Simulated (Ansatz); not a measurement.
**The MXene Zr3C2 with Br ends: bands and core levels**

What would XPS and angle-resolved spectra of the MXene Zr3C2 with Br ends look like?

Method: DFT, PBE, plane-wave PAW, default files, scalar-relativistic, in Ansatz 0.2.0.

## Step 1: The starting structure

The cell holds 7 atoms: 2 Br, 3 Zr and 2 C. Cell: a = 3.300 Å, b = 3.300 Å, c = 23.500 Å, α = 90.0°, β = 90.0°, γ = 120.0°. It derives from Zr3C2. How the cell was made: MXene sheet; termination: Br; lattice typed at the start. Regions: L1, 1 atom (1 Br); L2, 1 atom (1 Zr); L3, 1 atom (1 C); in, 2 atoms (1 Zr and 1 C); rest, 2 atoms (1 Zr and 1 Br). Vacuum lies along c.

## Step 2: Relaxing the atoms

Levels and vacuum steps follow bond lengths, so the atoms are relaxed first.

Contents of input.yaml:

```yaml
crystal:
  lattice:
    - [3.3, 0.0, 0.0]
    - [-1.65, 2.8578838325, 0.0]
    - [0.0, 0.0, 23.5]
  atoms:
    - { symbol: Br, position: [0.666666667, 0.333333333, 0.680851064] }
    - { symbol: Zr, position: [0.333333333, 0.666666667, 0.60212766] }
    - { symbol: C, position: [0.0, 0.0, 0.55106383] }
    - { symbol: Zr, position: [0.666666667, 0.333333333, 0.5] }
    - { symbol: C, position: [0.333333333, 0.666666667, 0.44893617] }
    - { symbol: Zr, position: [0.0, 0.0, 0.39787234] }
    - { symbol: Br, position: [0.666666667, 0.333333333, 0.319148936] }
kpoints:
  mp_grid: { grid: [12, 12, 1] }
scf:
  occupations: { method: fermi_dirac, width: 0.05 }
  n_extra_bands: 8
hamiltonian:
  xc: pbe
  pseudopotentials: { kind: paw }
output:
  forces: true
  write_potential: true
  volumetric_format: []
relax:
  f_tol: 0.03
  max_steps: 45
  cell: { fix: [c, alpha, beta] }
```

Run with:

```bash
ansatz run input.yaml --threads 4 --pin off --max-ram 6144MiB --backend cpu --events-out ev --progress --plain --runs-dir out
```

Numbers of over 12 decimals in the logs are rounded to 6 here.

Log:

```text
scf.n_extra_bands = 8 over 29 filled bands (N_el = 58.0): the run solves 37 bands
Engine: ansatz 0.2.0, aarch64-unknown-linux-gnu
Pseudopotentials: kind: paw
Pseudopotential: Br, paw, valence charge 7, recommended cutoff 420 eV (normal), Br.paw.azcp
Pseudopotential: Zr, paw, valence charge 12, recommended cutoff 420 eV (normal), Zr.paw.azcp
Pseudopotential: C, paw, valence charge 4, recommended cutoff 420 eV (normal), C.paw.azcp
Functional definition: PBE
  parameter kappa = 0.804
  parameter beta = 0.066725
  exchange = pbe_x(kappa = kappa, mu = beta*pi^2/3)
  correlation = pbe_c(beta = beta)
Crystal: 7 atoms, lattice volume = 221.629 Å³
Basis set: ecut = 420 eV, 4423 PW (Γ), exchange–correlation on 48×48×320 points (8 copies of the dense FFT grid, shifted against one another)
Bands: 37, of which v1, the nominal top of the filled ones, is band 29 counted from 1 (28 counted from 0)
Symmetry: 12 space group operations
Space group: P-3m1 (ITA 164), of the structure as read, at distance tolerance 6.1e-5 Å
k-points: 19 of 144
Non-local potential: Br, projectors of the file, l = 0: 2, l = 1: 2, l = 2: 2
Non-local potential: Zr, projectors of the file, l = 0: 3, l = 1: 2, l = 2: 2, l = 3: 2
Non-local potential: C, projectors of the file, l = 0: 2, l = 1: 2, l = 2: 1
PAW form: soft (Blöchl's): semilocal exchange-correlation on the pseudo side does not see the compensation charge
PAW one-centre angular grid: Br, 110 points (default); XC on 64 Gauss nodes
PAW one-centre angular grid: Zr, 590 points (default); XC on 64 Gauss nodes
PAW one-centre angular grid: C, 110 points (default); XC on 64 Gauss nodes
Initial density: superposition of atomic densities (neutral atoms: chi_scale 0, normalization atom), corrected by the library's trained network
Initial wavefunctions: pseudopotential atomic-orbital guess
Functional: x = pbe(κ = 0.804, μ = 0.219515), c = pbe(β = 0.066725)
SCF iter   1: F=—  HF=-18626.481044 eV  |F-HF|=—  |Δ(HF+E_count)|=         —  Δρ=3.19e-3  dr2=1.99e-1  ethr=1.77e-3  ⟨swp⟩=8.3  Hψ=3759  notcnv=0  defer=4
preconditioner: auto → LDOS  [metal: Δε(μ)=0.027 eV  Ē_g=8.983 eV  σ=0.050 eV  W_gap=0.13  n_scr=16 (ndim 8)  ℏωp=14.5 eV  f_vac=0.498  D(μ)=1.79/eV (n_scr^D=8)  β→1.0]
SCF iter   2: F=—  HF=-18626.464239 eV  |F-HF|=—  |Δ(HF+E_count)|=   1.68e-2  Δρ=1.74e-3  dr2=3.14e-2  ethr=3.43e-4  ⟨swp⟩=3.5  Hψ=1331  notcnv=0  defer=26
SCF iter   3: F=—  HF=-18626.460135 eV  |F-HF|=—  |Δ(HF+E_count)|=   4.10e-3  Δρ=6.02e-4  dr2=3.37e-3  ethr=5.42e-5  ⟨swp⟩=2.4  Hψ=1056  notcnv=0  defer=26
SCF iter   4: F=—  HF=-18626.459418 eV  |F-HF|=—  |Δ(HF+E_count)|=   7.17e-4  Δρ=1.36e-4  dr2=7.14e-5  ethr=5.81e-6  ⟨swp⟩=2.9  Hψ=1056  notcnv=0  defer=26
SCF iter   5: F=—  HF=-18626.459304 eV  |F-HF|=—  |Δ(HF+E_count)|=   1.15e-4  Δρ=4.34e-5  dr2=4.18e-6  ethr=1.23e-7  ⟨swp⟩=2.8  Hψ=1390  notcnv=0  defer=26
SCF iter   6: F=—  HF=-18626.459306 eV  |F-HF|=—  |Δ(HF+E_count)|=   1.67e-6  Δρ=1.39e-5  dr2=3.67e-7  ethr=7.20e-9  ⟨swp⟩=2.3  Hψ=1107  notcnv=0  defer=26
SCF iter   7: F=-18626.459306 eV  HF=-18626.459306 eV  |F-HF|=4.29e-8  |Δ(HF+E_count)|=   1.80e-7  Δρ=3.04e-6  dr2=1.22e-8  ethr=1.72e-10  ⟨swp⟩=11.4  Hψ=5764  notcnv=0
SCF 1 converged in 7 iterations: F = -18626.459306 eV  dr2 = 1.22e-8
  greatest PAW one-centre occupation: 0.996 electrons in one spin orbital (limit 2), on the Zr atom at site 5 (counted from 0), in its partial waves of l = 0
relax step   1: F+E_penalty+E_count = -18626.45930585 eV  Δ(F+E_penalty+E_count) = +0.000e0 eV  max|allowed force component| = 2.141e0 eV/Å  Δτ_max = 0.0000 Å  P = +12.373 GPa  Ω = 221.629 Å³  fix = [c, alpha, beta]  reactions: c +12.311 GPa  (7 SCF iters, dr2 threshold 1.00e-7 eV, accepted)
Crystal: 7 atoms, lattice volume = 244.132 Å³
Basis set: ecut = 420 eV, 4753 PW (Γ), exchange–correlation on 48×48×320 points (8 copies of the dense FFT grid, shifted against one another)
Initial density: handed on by an earlier stage of this run
Initial wavefunctions: those handed on with the density
SCF iter   1: F=—  HF=-18628.289620 eV  |F-HF|=—  |Δ(HF+E_count)|=         —  Δρ=1.53e-2  dr2=3.60e0  ethr=3.10e-3  ⟨swp⟩=10.2  Hψ=3505  notcnv=0  defer=1
preconditioner: auto → LDOS  [insulator: Δε(μ)=0.121 eV  Ē_g=8.468 eV  σ=0.050 eV  W_gap=0.52  n_scr=34 (ndim 8)  ℏωp=13.9 eV  f_vac=0.485  D(μ)=1.92/eV (n_scr^D=8)  ε∞_Penn≈3.7  β→1.0]
SCF iter   2: F=—  HF=-18628.084283 eV  |F-HF|=—  |Δ(HF+E_count)|=   2.05e-1  Δρ=1.51e-2  dr2=1.55e0  ethr=3.10e-3  ⟨swp⟩=3.6  Hψ=1392  notcnv=0  defer=26
SCF iter   3: F=—  HF=-18627.836278 eV  |F-HF|=—  |Δ(HF+E_count)|=   2.48e-1  Δρ=2.35e-3  dr2=2.53e-2  ethr=2.67e-3  ⟨swp⟩=2.1  Hψ=1251  notcnv=0  defer=33
SCF iter   4: F=—  HF=-18627.831031 eV  |F-HF|=—  |Δ(HF+E_count)|=   5.25e-3  Δρ=3.71e-4  dr2=3.03e-4  ethr=4.37e-5  ⟨swp⟩=2.1  Hψ=1122  notcnv=0  defer=33
SCF iter   5: F=—  HF=-18627.830906 eV  |F-HF|=—  |Δ(HF+E_count)|=   1.25e-4  Δρ=8.81e-5  dr2=2.47e-5  ethr=5.23e-7  ⟨swp⟩=3.8  Hψ=1547  notcnv=0  defer=33
SCF iter   6: F=—  HF=-18627.830908 eV  |F-HF|=—  |Δ(HF+E_count)|=   2.10e-6  Δρ=3.37e-5  dr2=4.27e-6  ethr=4.27e-8  ⟨swp⟩=2.0  Hψ=1155  notcnv=0  defer=33
SCF iter   7: F=-18627.830908 eV  HF=-18627.830908 eV  |F-HF|=1.74e-8  |Δ(HF+E_count)|=   1.38e-7  Δρ=9.85e-6  dr2=2.55e-7  ethr=1.21e-9  ⟨swp⟩=10.5  Hψ=6223  notcnv=0
SCF 2 converged in 7 iterations: F = -18627.830908 eV  dr2 = 2.55e-7
relax step   2: F+E_penalty+E_count = -18627.83090810 eV  Δ(F+E_penalty+E_count) = -1.372e0 eV  max|allowed force component| = 5.143e-1 eV/Å  Δτ_max = 0.1920 Å  P = +0.443 GPa  Ω = 244.132 Å³  energy of the carried Pulay correction = -7.406e-3 eV  fix = [c, alpha, beta]  reactions: c +1.168 GPa  (7 SCF iters, dr2 threshold 7.00e-7 eV, accepted)
Crystal: 7 atoms, lattice volume = 236.056 Å³
Basis set: ecut = 420 eV, 4615 PW (Γ), exchange–correlation on 48×48×320 points (8 copies of the dense FFT grid, shifted against one another)
iter 1 solved again at ethr=1.63e-3 eV; its pass at ethr=3.10e-3 eV (dr2=9.45e-1 eV) is discarded
SCF iter   1: F=—  HF=-18627.864951 eV  |F-HF|=—  |Δ(HF+E_count)|=         —  Δρ=1.03e-2  dr2=9.54e-1  ethr=1.63e-3  ⟨swp⟩=1.6  Hψ=4259  notcnv=0
preconditioner: auto → LDOS  [metal: Δε(μ)=0.050 eV  Ē_g=8.293 eV  σ=0.050 eV  W_gap=0.24  n_scr=34 (ndim 8)  ℏωp=14.1 eV  f_vac=0.467  D(μ)=2.46/eV (n_scr^D=10)  β→1.0]
SCF iter   2: F=—  HF=-18627.750179 eV  |F-HF|=—  |Δ(HF+E_count)|=   1.15e-1  Δρ=4.27e-3  dr2=8.79e-2  ethr=1.63e-3  ⟨swp⟩=3.1  Hψ=1229  notcnv=0  defer=2
SCF iter   3: F=—  HF=-18627.734342 eV  |F-HF|=—  |Δ(HF+E_count)|=   1.58e-2  Δρ=9.59e-4  dr2=6.99e-3  ethr=1.52e-4  ⟨swp⟩=2.3  Hψ=1224  notcnv=0  defer=13
SCF iter   4: F=—  HF=-18627.733567 eV  |F-HF|=—  |Δ(HF+E_count)|=   7.74e-4  Δρ=3.73e-4  dr2=9.39e-4  ethr=1.21e-5  ⟨swp⟩=2.4  Hψ=1064  notcnv=0  defer=13
SCF iter   5: F=—  HF=-18627.733347 eV  |F-HF|=—  |Δ(HF+E_count)|=   2.20e-4  Δρ=7.67e-5  dr2=1.23e-5  ethr=1.62e-6  ⟨swp⟩=2.4  Hψ=957  notcnv=0  defer=13
SCF iter   6: F=—  HF=-18627.733248 eV  |F-HF|=—  |Δ(HF+E_count)|=   9.91e-5  Δρ=2.23e-5  dr2=1.68e-6  ethr=2.12e-8  ⟨swp⟩=2.6  Hψ=1271  notcnv=0  defer=13
SCF iter   7: F=-18627.733248 eV  HF=-18627.733248 eV  |F-HF|=1.06e-7  |Δ(HF+E_count)|=   3.62e-8  Δρ=5.47e-6  dr2=6.46e-8  ethr=1.21e-9  ⟨swp⟩=12.0  Hψ=5969  notcnv=0
SCF 3 converged in 7 iterations: F = -18627.733248 eV  dr2 = 6.46e-8
relax step   3: F+E_penalty+E_count = -18627.73324803 eV  Δ(F+E_penalty+E_count) = +9.766e-2 eV  max|allowed force component| = 9.193e-1 eV/Å  Δτ_max = 0.1844 Å  P = -0.429 GPa  Ω = 236.056 Å³  energy of the carried Pulay correction = -4.831e-3 eV  fix = [c, alpha, beta]  (7 SCF iters, dr2 threshold 7.00e-7 eV, rejected (line search))
[...]
relax step   4: F+E_penalty+E_count = -18627.87733759 eV  Δ(F+E_penalty+E_count) = -4.643e-2 eV  max|allowed force component| = 1.929e-1 eV/Å  Δτ_max = 0.0598 Å  P = -0.185 GPa  Ω = 243.348 Å³  energy of the carried Pulay correction = -7.160e-3 eV  fix = [c, alpha, beta]  reactions: c -0.289 GPa  (10 SCF iters, accepted)
[...]
relax step   5: F+E_penalty+E_count = -18627.87921510 eV  Δ(F+E_penalty+E_count) = -1.878e-3 eV  max|allowed force component| = 1.096e-1 eV/Å  Δτ_max = 0.0159 Å  P = +0.230 GPa  Ω = 242.393 Å³  energy of the carried Pulay correction = -6.859e-3 eV  fix = [c, alpha, beta]  reactions: c +0.004 GPa  (5 SCF iters, dr2 threshold 7.00e-7 eV, accepted)
[...]
relax step   6: F+E_penalty+E_count = -18627.88060828 eV  Δ(F+E_penalty+E_count) = -1.393e-3 eV  max|allowed force component| = 4.647e-3 eV/Å  Δτ_max = 0.0072 Å  P = +0.011 GPa  Ω = 243.325 Å³  energy of the carried Pulay correction = -7.152e-3 eV  fix = [c, alpha, beta]  reactions: c -0.013 GPa  (5 SCF iters, dr2 threshold 7.00e-7 eV, accepted)
[...]
relax step   7: F+E_penalty+E_count = -18627.89161904 eV  Δ(F+E_penalty+E_count) = -1.101e-2 eV  max|allowed force component| = 6.407e-3 eV/Å  Δτ_max = 0.0000 Å  P = +0.061 GPa  Ω = 243.325 Å³  fix = [c, alpha, beta]  reactions: c +0.011 GPa  stress off target by 8.64e-2 GPa on what of the cell is left free  SCF on the basis re-selected at this cell (its energy is not comparable with the rows above)  (6 SCF iters)
[...]
relax step   8: F+E_penalty+E_count = -18627.89161346 eV  Δ(F+E_penalty+E_count) = +5.579e-6 eV  max|allowed force component| = 8.046e-4 eV/Å  Δτ_max = 0.0011 Å  P = +0.001 GPa  Ω = 243.605 Å³  energy of the carried Pulay correction = -8.635e-5 eV  fix = [c, alpha, beta]  reactions: c -0.001 GPa  (5 SCF iters, dr2 threshold 1.87e-8 eV, accepted)
iter 1 solved again at ethr=2.73e-6 eV; its pass at ethr=3.10e-3 eV (dr2=1.58e-3 eV) is discarded
SCF iter   1: F=—  HF=-18627.891631 eV  |F-HF|=—  |Δ(HF+E_count)|=         —  Δρ=4.85e-6  dr2=2.69e-8  ethr=2.73e-6  ⟨swp⟩=4.0  Hψ=5530  notcnv=0
eigensolver tolerance schedule: the retry pair's looser diagonalisation over-reported the residual by 58731.39 of it (diagonalisation noise at an unbounded share of the residual, at the tolerance the schedule requests for it); recorded, not acted on — ethr = c·dr2/N_el stays at c = 1.0e-1
preconditioner: auto → LDOS  [metal: Δε(μ)=0.091 eV  Ē_g=8.322 eV  σ=0.050 eV  W_gap=0.42  n_scr=34 (ndim 8)  ℏωp=13.9 eV  f_vac=0.483  D(μ)=1.90/eV (n_scr^D=8)  β→1.0]
SCF iter   2: F=—  HF=-18627.891712 eV  |F-HF|=—  |Δ(HF+E_count)|=   8.10e-5  Δρ=4.37e-6  dr2=5.34e-8  ethr=4.64e-11  ⟨swp⟩=5.4  Hψ=2500  notcnv=0
SCF iter   3: F=—  HF=-18627.891712 eV  |F-HF|=—  |Δ(HF+E_count)|=   1.07e-8  Δρ=1.76e-6  dr2=4.58e-9  ethr=4.64e-11  ⟨swp⟩=2.0  Hψ=1024  notcnv=0
SCF iter   4: F=—  HF=-18627.891712 eV  |F-HF|=—  |Δ(HF+E_count)|=   1.16e-8  Δρ=9.74e-7  dr2=2.28e-9  ethr=7.89e-12  ⟨swp⟩=2.6  Hψ=1180  notcnv=0
SCF iter   5: F=—  HF=-18627.891712 eV  |F-HF|=—  |Δ(HF+E_count)|=   1.09e-8  Δρ=1.50e-7  dr2=1.44e-10  ethr=3.93e-12  ⟨swp⟩=2.0  Hψ=1023  notcnv=0
SCF iter   6: F=-18627.891712 eV  HF=-18627.891712 eV  |F-HF|=7.84e-9  |Δ(HF+E_count)|=   7.88e-9  Δρ=1.55e-7  dr2=4.90e-11  ethr=1.00e-12  ⟨swp⟩=10.7  Hψ=4502  notcnv=0
SCF 9 converged in 6 iterations: F = -18627.891712 eV  dr2 = 4.90e-11
relax step   9: F+E_penalty+E_count = -18627.89171183 eV  Δ(F+E_penalty+E_count) = -9.837e-5 eV  max|allowed force component| = 7.682e-4 eV/Å  Δτ_max = 0.0000 Å  P = +0.001 GPa  Ω = 243.605 Å³  fix = [c, alpha, beta]  reactions: c -0.001 GPa  stress off target by 2.30e-3 GPa on what of the cell is left free  SCF on the basis re-selected at this cell (its energy is not comparable with the rows above)  (6 SCF iters)
basis re-selected at this cell: Δ(F+E_penalty+E_count) = -9.837e-5 eV, ΔP = +0.000 GPa vs the last step (what re-selecting the basis moved, of the pressure what is left beyond the Pulay correction that the steps carried, after the strain that the cell walked since its last selection, with what the two solves' SCF thresholds leave and, on support functions, any second-order correction that the steps lacked; it is no m [...]
SCF converged after 6 iterations
Free energy (F): -18627.891712 eV
Harris-Foulkes:  -18627.891712 eV  (|F-HF|=7.84e-9)
Internal energy: -18627.875713 eV  (E = F + TS)
E sigma→0 (E₀):  -18627.883712 eV
Entropy (-TS):   -0.015999 eV (-2.286 meV/atom)
Fermi energy:    4.231775 eV
--- Per-component energies (eV) ---
  E_band       = -743.121435
  E_kinetic    = 1445.166076
  E_local      = -41840.511869  (includes V_loc(G=0)·N_el)
  E_nonlocal   = 429.509887
  E_hartree    = 20200.862223
  E_xc         = -1114.239586
  E_vxc        = -904.690864  (∫ρ·V_xc dr)
  E_paw        = -13551.354501  (= ΣΔE_a)
  E_vpaw       = -274.319746  (= ΣTr[D̂ρ^β])
  E_aug_tail   = 0.000080  (compensation charges beyond the density's cutoff)
  E_ewald      = 15802.691977
  E_smearing   = -0.015999  (= −TS)
  E_closure    = 0.000000  (closes the sum)
  Σ components = -18627.891712   (vs F -18627.891712, Δ=0.00e0)
--- Forces (eV/Å), atoms counted from 1 ---
  atom   1  Br    -0.00000000    -0.00000000     0.00032658
  atom   2  Zr    -0.00000000     0.00000000    -0.00076821
  atom   3  C      0.00000000    -0.00000000    -0.00011289
  atom   4  Zr    -0.00000000    -0.00000000     0.00000000
  atom   5  C      0.00000000     0.00000000     0.00011289
  atom   6  Zr     0.00000000    -0.00000000     0.00076821
  atom   7  Br     0.00000000     0.00000000    -0.00032658
  max |Σ_I F_I| component: 1.04e-17 eV/Å
--- Stress (GPa, compression-positive) ---
        0.002298       0.000000       0.000000
        0.000000       0.002298       0.000000
        0.000000       0.000000      -0.000981
  P = ⅓ Tr σ = 0.0012 GPa (0.012 kbar)
--- Band table (eV; the first three rows and the last of 19) ---
  k-point 0: bands = [... 25 lower, 1.8456, 2.4686, 2.4686, 4.2855, 4.2855, 5.0231, 5.4918, 5.4918, ... 4 higher]
  k-point 1: bands = [... 25 lower, 1.8191, 2.0545, 2.3367, 4.1082, 4.4394, 4.9501, 5.5230, 5.5784, ... 4 higher]
  k-point 2: bands = [... 25 lower, 1.5505, 1.7915, 2.1100, 3.5902, 4.8307, 4.8654, 5.5762, 5.7590, ... 4 higher]
  k-point 18: bands = [... 25 lower, 1.1126, 1.5268, 1.5268, 5.0900, 5.0900, 5.1717, 5.6775, 6.1433, ... 4 higher]
--- Relaxed structure (7 steps of the walk, 6 accepted, 2 SCFs on fresh bases) ---
  F+E_penalty+E_count = -18627.89171183 eV   max|allowed force component| = 7.682e-4 eV/Å   (the final SCF, on the basis selected at the relaxed cell)
  cell:  # Å, volume = 243.6052 Å³
    - [3.459744, 0.0, 0]
    - [-1.729872, 2.996226, 0]
    - [0, 0, 23.5]
  atoms:
    - { symbol: Br, position: [0.666667, 0.333333, 0.690301] }
    - { symbol: Zr, position: [0.333333, 0.666667, 0.606099] }
    - { symbol: C, position: [1.640473360966802e-17, -2.907726968487035e-17, 0.559261] }
    - { symbol: Zr, position: [0.666667, 0.333333, 0.500000] }
    - { symbol: C, position: [0.333333, 0.666667, 0.440739] }
    - { symbol: Zr, position: [9.990654911208429e-18, -2.907726968487035e-17, 0.393901] }
    - { symbol: Br, position: [0.666667, 0.333333, 0.309699] }
```

It took 27 s on 4 threads of Arm Neoverse V2, shared host; peak memory 0.72 GiB; 1.7 min of CPU time.

The steps of the relaxation:

```
step  energy less that of the first step (eV)  largest force component (eV/Å)  pressure (GPa)  volume (Å³)
   1                                   0.0000                          2.1406           12.37       221.63
   2                                  -1.3716                          0.5143            0.44       244.13
   3                                  -1.2739                          0.9193           -0.43       236.06
   4                                  -1.4180                          0.1929           -0.18       243.35
   5                                  -1.4199                          0.1096            0.23       242.39
   6                                  -1.4213                          0.0046            0.01       243.32
  7*                                  -1.4323                          0.0064            0.06       243.32
   8                                  -1.4323                          0.0008            0.00       243.61
  9*                                  -1.4324                          0.0008            0.00       243.61
```

Relaxation steps marked * repeat the geometry before them on a plane-wave basis chosen anew for their cell, so energy and pressure can jump there. Relaxation step 3 was tried and not accepted.

Forces are held to the 12 operations that the run works with; a distortion that breaks them can't arise in this run.

```
cell as run  before  after  change
      a (Å)   3.300  3.460  +4.8 %
      b (Å)   3.300  3.460  +4.8 %
```

The atoms that moved most (Å, along periodic axes as changes of fractional coordinates times the final cell, across vacuum about the mean position):

```
atom     dx     dy      dz  length
 Br1  0.000  0.000   0.222   0.222
 Br7  0.000  0.000  -0.222   0.222
  C3  0.000  0.000   0.193   0.193
  C5  0.000  0.000  -0.193   0.193
 Zr2  0.000  0.000   0.093   0.093
 Zr6  0.000  0.000  -0.093   0.093
```

Final coordinates:

```cif
data_structure
_symmetry_space_group_name_H-M 'P 1'
_symmetry_Int_Tables_number 1
_cell_length_a 3.4597
_cell_length_b 3.4597
_cell_length_c 23.5000
_cell_angle_alpha 90.000
_cell_angle_beta 90.000
_cell_angle_gamma 120.000
_cell_volume 243.61
loop_
_atom_site_label
_atom_site_type_symbol
_atom_site_fract_x
_atom_site_fract_y
_atom_site_fract_z
_atom_site_occupancy
Br1 Br 0.66667 0.33333 0.69030 1
Zr2 Zr 0.33333 0.66667 0.60610 1
C3 C 0.00000 0.00000 0.55926 1
Zr4 Zr 0.66667 0.33333 0.50000 1
C5 C 0.33333 0.66667 0.44074 1
Zr6 Zr 0.00000 0.00000 0.39390 1
Br7 Br 0.66667 0.33333 0.30970 1
```

This step gave:

```
free energy               : -18627.8917 eV
energy at zero smearing   : -18627.8837 eV
smearing term TS          : 0.01600 eV
Fermi energy              : 4.232 eV
symmetry operations       : 12
pressure                  : 0.001205 GPa
work function, upper face : 3.958 eV
work function, lower face : 3.958 eV
```

The relaxation ends with a largest force component of 7.7e-4 eV/Å.

(Continued in part 2 of 5.)

[Logs are printed without paths, hosts, clocks, repeated set-up lines and the standing remarks that a program may print on its own settings, such as how far it seeks lower states.]

[Hosts, paths, dates, database ids (printed as entryN), source tags and the programs' standing remarks are cut or masked in the printed files.]

[Maps of the electrostatic potential energy from Ansatz leave out the sawtooth potential of an applied field or a dipole correction, so their vacuum need not be flat; work functions include it.]
